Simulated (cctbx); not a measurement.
# What resolution and counting buy: BaCrH9

Space group P6_3/mmc (no. 194), a = 5.1340 Å, b = 5.1340 Å, c = 9.6340 Å, α = 90.00°, β = 90.00°, γ = 120.00°.

```csv
atom,mult.,x,y,z,Ueq (Å²)
Ba1,2,0,0,0,0.0045
Cr1,2,1/3,2/3,1/4,0.0045
H1,12,0.0633,0.5316,0.1260,0.0123
H2,6,0.6926,0.8463,1/4,0.0130
```

The model is made up (kin elements in a known structure type, no relaxation), so it says nothing on whether the phase exists.

Five simulated data sets (cctbx; Ag Kα, λ = 0.56087 Å; 4 % proportional error) differ in resolution or exposure (noise floor 8 counts in the first three, 8 in the last two). Each is refined with the right model, isotropic at 1.1 Å and anisotropic otherwise. How do the figures of merit and the uncertainties move?

```csv
d min (Å),top counts,"⟨I/σ⟩ (unmerged, absences included)",unique,param. (scale apart),Rint,R1,GooF,largest s.u. xyz (fractional),s.u. U of H1 (Å²),largest error (Å)
1.1,40000,19.0,47,7,0.030,0.0068,0.99,0.00852,0.0078,0.0646
0.84,40000,18.2,96,9,0.031,0.0060,0.82,0.00525,0.0034,0.0157
0.6,40000,16.8,238,9,0.032,0.0069,1.02,0.00610,0.0033,0.0252
0.75,300,2.9,129,9,0.188,0.0368,0.97,0.03257,0.0304,0.2656
0.75,3000,10.0,129,9,0.048,0.0113,0.97,0.01014,0.0086,0.0934
```

The number of reflections grows roughly as 1/d³: 47, 96 and 238 here. R1 follows the noise rather than the truth: at 300 counts it is 0.0368, at 3000 counts 0.0113, while GooF is 0.97 and 0.97: the weights 1/σ² carry the noise. The s.u. of U (U11 where anisotropic) for H1 goes 0.0078, 0.0034, 0.0033 Å² with resolution and 0.0304, 0.0086 Å² with exposure.

Hardware for the 0.6 Å refinement: 0.79 s on 1 thread of Arm Neoverse N1 (shared host), peak memory 0.09 GiB.

[Logs are printed without paths, hosts, clocks, repeated set-up lines and the standing remarks that a program may print on its own settings, such as how far it seeks lower states.]
